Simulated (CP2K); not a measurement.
Two runs for the O K edge of nitrosonium. Run A: CP2K XAS_TDP, all-electron GAPW, PBEh(45%), aug-cc-pVTZ, TDA, no relativity. Run B differs in one setting.

First lines with a strength over 0.0015. A:

| atom | energy (eV) | states | strength, one atom |
| --- | --- | --- | --- |
| O2 (bonded to N) | 529.81 | 2 | 0.1145 |
|  | 544.12 | 2 | 0.0087 |
|  | 544.47 | 1 | 0.0037 |
|  | 545.78 | 1 | 0.0161 |
|  | 547.02 | 2 | 0.0079 |

B:

| atom | energy (eV) | states | strength, one atom |
| --- | --- | --- | --- |
| O2 (bonded to N) | 534.54 | 2 | 0.1135 |
|  | 548.86 | 2 | 0.0086 |
|  | 549.21 | 1 | 0.0037 |
|  | 550.52 | 1 | 0.0159 |
|  | 551.75 | 2 | 0.0078 |

**Question.** Which was it: GW2X switched on, the functional, scalar relativity switched on, the basis?

GW2X switched on. GW2X shifts an atom's lines together and keeps their spacings. Against PBEh(45%) in aug-cc-pVTZ, the leading line moves by +4.73 eV, to 534.54 eV.

[Hosts, paths, dates, database ids (printed as entryN), source tags and the programs' standing remarks are cut or masked in the printed files.]
